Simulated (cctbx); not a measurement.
## Interatomic vectors of TbLu2Cu4Sn4

Space group P-1 (no. 2), a = 4.3840 Å, b = 6.9870 Å, c = 8.3090 Å, α = 114.06°, β = 104.94°, γ = 90.37°, content Lu2 Tb1 Sn4 Cu4.

Simulated single-crystal data (cctbx): Mo Kα, λ = 0.71073 Å, to d = 0.84 Å, 80 % of the full sphere, strongest reflection 40000 counts, noise from counting, a 1.5 % proportional error and a noise floor of 2 counts (s.d.); no absorption.

Patterson synthesis from sharpened amplitudes, origin scaled to 1000:

```text
Patterson group P -1
      u       v       w   height  length (A)
  0.000   0.000   0.000   1000.0     0.00
  0.131   0.635   0.260    398.9     3.92
  0.352   0.656   0.715    270.5     3.33
  0.370   0.059   0.730    269.5     3.23
  0.250   0.249   0.488    258.5     3.55
  0.496   0.304   0.003    248.1     3.02
  0.365   0.857   0.703    232.2     3.11
  0.190   0.014   0.381    152.0     3.02
  0.259   0.077   0.555    145.5     4.36
  0.285   0.486   0.577    141.3     6.11
  0.205   0.376   0.404    124.7     3.20
  0.090   0.441   0.218    104.3     2.83
  0.119   0.789   0.231     96.9     2.82
  0.023   0.411   0.015     95.8     2.82
```

Q: Assign the vectors.

A peak at u stands for all pairs with xi − xj = u, with weight Σ ZiZj against Σ Z² = 27671 at the origin. Peak heights follow these weights only roughly, since form factors, motion and series ripples differ, all vectors within 0.55 Å of a peak are counted as merged into it though the farther ones add only part of their weight, and F(000) is left out, which lowers the whole map:

| u | v | w | shortest length (Å) | height | 1000 ΣZiZj/ΣZ² | pairs in the cell |
| --- | --- | --- | --- | --- | --- | --- |
| 0.131 | 0.635 | 0.260 | 3.92 | 399 | 334 | 2 × Lu–Tb |
| 0.352 | 0.656 | 0.715 | 3.33 | 270 | 393 | 2 × Lu–Sn, 2 × Tb–Cu |
| 0.370 | 0.059 | 0.730 | 3.23 | 270 | 393 | 2 × Lu–Sn, 2 × Tb–Cu |
| 0.250 | 0.249 | 0.488 | 3.55 | 258 | 417 | 2 × Tb–Sn, 1 × Lu–Lu |
| 0.496 | 0.304 | 0.003 | 3.02 | 248 | 384 | 2 × Tb–Sn, 2 × Lu–Cu |
| 0.365 | 0.857 | 0.703 | 3.04 | 232 | 257 | 2 × Lu–Sn |
| 0.190 | 0.014 | 0.381 | 3.02 | 152 | 254 | 2 × Lu–Cu, 2 × Sn–Cu |
| 0.259 | 0.077 | 0.555 | 4.26 | 146 | 181 | 2 × Sn–Sn |
| 0.285 | 0.486 | 0.577 | 4.34 | 141 | 181 | 2 × Sn–Sn |
| 0.205 | 0.376 | 0.404 | 3.19 | 125 | 149 | 2 × Lu–Cu |

The table stops at ten peaks or at a height of 45, below which ripples compete. In the model behind the data Lu, the heaviest element, has 1 independent site: (0.1303, 0.6344, 0.2613), up to an allowed shift of origin; the Lu–Lu vectors are differences of these positions and their symmetry mates. Elements of similar Z can't be told apart from the map alone. The whole model:

| atom | mult. | x | y | z | Ueq (Å²) |
| --- | --- | --- | --- | --- | --- |
| Lu1 | 2 | 0.1303 | 0.6344 | 0.2613 | 0.0082 |
| Tb1 | 1 | 0 | 0 | 0 | 0.0070 |
| Sn1 | 2 | 0.2275 | 0.2191 | 0.4351 | 0.0150 |
| Sn2 | 2 | 0.5091 | 0.7054 | 0.0066 | 0.0143 |
| Cu1 | 2 | 0.3268 | 0.6430 | 0.6579 | 0.0147 |
| Cu2 | 2 | 0.6603 | 0.9794 | 0.3313 | 0.0124 |

The model was made for the exercise: a known structure type with other elements put in, its volume estimated, not relaxed; displacement parameters are assumed.

[Logs are printed without paths, hosts, clocks, repeated set-up lines and the standing remarks that a program may print on its own settings, such as how far it seeks lower states.]
